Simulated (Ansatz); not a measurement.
# Which magnetic ion is it?

A crystal has the composition NaMF3, where M is a 3d element. A calculation (PBE+U, spin-orbit coupling in second variation, Ansatz) gives:

```
S                    : 3/2
g                    : 1.9755 (isotropic)
moment in its sphere : 2.26 μB
```

**Question.** Which ion is it, and why?

The crystal is NaVF3, space group Pm-3m. The spin sits on V, with 6 F at 2.08 Å round it. With the usual charges of the other elements M must be +2. High-spin ions of that charge with S = 3/2 are d3 and d7, V and Co; the sign of the g shift picks V²⁺ d³. Low-spin ions are left aside. The shift is negative: in a shell less than half full the orbital moment opposes the spin.

[Logs are printed without paths, hosts, clocks, repeated set-up lines and the standing remarks that a program may print on its own settings, such as how far it seeks lower states.]

[Hosts, paths, dates, database ids (printed as entryN), source tags and the programs' standing remarks are cut or masked in the printed files.]
